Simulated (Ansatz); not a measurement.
# Be (P6_3/mmc, 2 atoms in the cell): phonons and vibrational spectra, part 2 of 2

The cell of Be (P6_3/mmc, 2 atoms in the cell) is at rest. What are its phonons? After the zone centre comes a 6×6×4 q mesh on a 24×24×12 k mesh.

Ansatz 0.2.0; DFT LDA, scalar-relativistic, plane waves, PAW; PAW set soft_1.

So far. Step 2 (Linear response at the zone centre): Before it was imposed, the acoustic sum rule was missed by 2.9e-5 eV/Å². Small misses are needed for a sound result but don't prove that mesh and cutoff are converged. The lowest optical mode is real, 478 cm⁻¹.

### Step 3. The dispersion (continued)

Interpolated from a 6×6×4 q mesh. Phonon branches along the path, in cm⁻¹:

| point | branch 1 | branch 2 | branch 3 | branch 4 | branch 5 | branch 6 |
| --- | --- | --- | --- | --- | --- | --- |
| Γ | 0 | 0 | 0 | 478 | 478 | 715 |
| halfway | 306 | 312 | 457 | 535 | 549 | 673 |
| M | 419 | 442 | 599 | 601 | 620 | 627 |
| halfway | 448 | 464 | 562 | 581 | 607 | 652 |
| K | 517 | 517 | 523 | 523 | 565 | 670 |
| halfway | 321 | 340 | 476 | 567 | 590 | 660 |
| Γ | 0 | 0 | 0 | 478 | 478 | 715 |
| halfway | 210 | 210 | 297 | 459 | 459 | 657 |
| A | 371 | 371 | 371 | 371 | 519 | 519 |
| halfway | 419 | 419 | 431 | 431 | 634 | 634 |
| L | 512 | 512 | 536 | 536 | 674 | 674 |
| halfway | 462 | 462 | 589 | 589 | 675 | 675 |
| H | 440 | 440 | 612 | 612 | 670 | 670 |
| halfway | 421 | 421 | 493 | 493 | 645 | 645 |
| A | 371 | 371 | 371 | 371 | 519 | 519 |
| jump to L | 512 | 512 | 536 | 536 | 674 | 674 |
| halfway | 448 | 499 | 572 | 583 | 632 | 657 |
| M | 419 | 442 | 599 | 601 | 620 | 627 |
| jump to H | 440 | 440 | 612 | 612 | 670 | 670 |
| halfway | 465 | 465 | 573 | 617 | 617 | 646 |
| K | 517 | 517 | 523 | 523 | 565 | 670 |

The phonon branches as a text plot (rows in cm⁻¹):

```
    700 |****              *****
    670 |          *****  *     *       ***********      **  * **
    641 |    ** ***     **            **           **    ******
    611 |      *****   **        *           ****    *     **
    581 |    ***  *** ** *           *      *    *    *   ** ***
    551 |    **    ****   *       * *      *      *    * *      *
    521 |  ***      ***    *       *     **             **      *
    492 |***        * ****  ***   *     ** *       *      *    **
    462 |         **   *       **      **   **           ***  *
    432 |       ***     * *      *    **      *******      ***
    402 |      *                 **                 **
    372 |   * *          *         ***               ****
    343 |    *             *      * *                 *
    313 |
    283 |  *              *     **
    253 |   *              *
    223 |  *               **   *
    194 | **
    164 | *                 *
    134 | *                    *
    104 |*                   *
     74 |*                   * *
     45 |
     15 |                     *
         Γ      M    K        Γ   A       L    H       A|L M|H  K
```

Tetrahedra on a 36×36×20 mesh, mean over bins of 10 cm-1. Interpolated from a 6×6×4 q mesh. The phonon density of states by wavenumber; read off at these points:

wavenumber (cm⁻¹), phonon density of states (1/cm⁻¹/cell) and a bar:
```
        5     0.0000 
       25     0.0000 
       55     0.0001 
       75     0.0001 
      105     0.0002 
      125     0.0003 
      155     0.0005 #
      175     0.0007 #
      205     0.0010 #
      225     0.0014 #
      245     0.0018 ##
      275     0.0025 ###
      295     0.0031 ###
      325     0.0042 ####
      345     0.0052 #####
      375     0.0068 #######
      395     0.0089 #########
      425     0.0148 ###############
      445     0.0292 ##############################
      475     0.0164 #################
      495     0.0156 ################
      515     0.0148 ###############
      545     0.0190 ####################
      565     0.0169 #################
      595     0.0181 ###################
      615     0.0158 ################
      645     0.0182 ###################
      665     0.0192 ####################
      675     0.0261 ###########################
      695     0.0054 ######
      715     0.0003
```

Second derivatives of the energy by pair, one row for each kind of neighbour of each atom listed. Each entry sums the pair over the periodic images of the supercell that the q mesh stands for, and in a polar crystal it holds the long-range dipole part too. Force constants by pair, by row:

| atom | neighbour | distance (Å) | third of the trace (eV/Å²) | along the pair's line (eV/Å²) |
| --- | --- | --- | --- | --- |
| Be1 | itself | 0 | 9.411 | – |
| Be1 | Be | 2.176 | -0.7854 | -2.026 |
| Be1 | Be | 2.228 | -0.5894 | -1.399 |
| Be1 | Be | 3.114 | 0.0229 | -0.0039 |
| Be1 | Be | 3.511 | -0.186 | -0.6154 |
| Be1 | Be | 3.829 | -0.0567 | -0.2177 |
| Be1 | Be | 3.859 | -0.0431 | -0.1661 |
| Be1 | Be | 4.158 | 0.0181 | 0.1086 |
| Be1 | Be | 4.456 | 0.01 | 0.1322 |
| Be2 | itself | 0 | 9.411 | – |
| Be2 | Be | 2.176 | -0.7854 | -2.026 |
| Be2 | Be | 2.228 | -0.5894 | -1.399 |
| Be2 | Be | 3.114 | 0.0229 | -0.0039 |
| Be2 | Be | 3.511 | -0.186 | -0.6154 |
| Be2 | Be | 3.829 | -0.0567 | -0.2177 |
| Be2 | Be | 3.859 | -0.0431 | -0.1661 |
| Be2 | Be | 4.158 | 0.0181 | 0.1086 |
| Be2 | Be | 4.456 | 0.01 | 0.1322 |

Harmonic thermodynamic functions per atom, from the density of states. Interpolated from a 6×6×4 q mesh. Thermodynamic functions, by row:

| T (K) | F_vib (meV/atom) | S (J/mol-atom/K) | C_V (J/mol-atom/K) |
| --- | --- | --- | --- |
| 0 | 96.76 | 0 | 0 |
| 50 | 96.76 | 0.031 | 0.109 |
| 100 | 96.67 | 0.406 | 1.515 |
| 200 | 94.83 | 3.66 | 9.116 |
| 300 | 88.51 | 8.616 | 15.22 |
| 400 | 77.01 | 13.52 | 18.68 |
| 500 | 60.68 | 17.91 | 20.65 |
| 600 | 40.06 | 21.79 | 21.85 |
| 700 | 15.66 | 25.22 | 22.61 |
| 800 | -12.1 | 28.28 | 23.13 |
| 900 | -42.85 | 31.02 | 23.5 |
| 1000 | -76.32 | 33.52 | 23.76 |

Harmonic mean-square displacement, third of the trace. Interpolated from a 6×6×4 q mesh. Mean square displacements, by row:

| T (K) | Be1 U_eq (Å²) | Be2 U_eq (Å²) |
| --- | --- | --- |
| 0 | 0.00386 | 0.00386 |
| 100 | 0.00393 | 0.00393 |
| 300 | 0.00512 | 0.00512 |
| 600 | 0.00826 | 0.00826 |

Symmetry leaves 21 wavevectors to solve. The lowest mode among them, the acoustic zeros apart, lies at q = (0, 0, 0.25) and is real, 210 cm⁻¹.

### Step 4. Results

| Property | Result |
| --- | --- |
| space group (within 0.01 Å) | P6_3/mmc |
| volume per atom | 7.55 Å³ |
| electronic character | no gap on this mesh |
| highest optical mode at the zone centre (no LO-TO term) | 715 cm⁻¹ |
| lowest optical zone-centre mode | 478 cm⁻¹ |
| lowest mode on the q mesh (acoustic modes at Γ apart) | 210 cm⁻¹ |
| highest frequency on the path or at a solved wavevector | 715 cm⁻¹ |
| zero-point energy per atom | 96.8 meV |
| heat capacity at 300 K | 15.2 J/(mol atoms K) |
| vibrational entropy at 300 K | 8.62 J/(mol atoms K) |
| Debye temperature (second moment) | 990 K |
| imaginary modes on the 6×6×4 q mesh | none |

The structure is a minimum as far as tested: no mode is imaginary at the 21 irreducible wavevectors of the 6×6×4 mesh, and the softest away from the acoustic zeros lies at 210 cm⁻¹. The optical modes at Γ span 478 to 715 cm⁻¹. With no gap, or one that is small against the smearing, the frequencies hang on the k mesh and the smearing, most of all near Kohn anomalies. The PAW files were made for PBE and serve the other functionals too. These are harmonic frequencies at zero temperature: anharmonic shifts, linewidths and thermal expansion are left out.

Comparison with the measured values:

| quantity | measured | LDA, PAW; PAW set soft_1 |
| --- | --- | --- |
| Raman mode, E2g (cm⁻¹) | 455 | 478 (+5.1 %) |

Measured values from arxiv:2109.15077 (2021).

How well it matches: The Raman mode is off by +5.1 %: fair agreement. The grades are ours: good and fair within 3 and 7 % for the Raman mode. For Raman mode the calculation has a static lattice, without zero-point motion or thermal motion.

[Logs are printed without paths, hosts, clocks, repeated set-up lines and the standing remarks that a program may print on its own settings, such as how far it seeks lower states.]

[Hosts, paths, dates, database ids (printed as entryN), source tags and the programs' standing remarks are cut or masked in the printed files.]
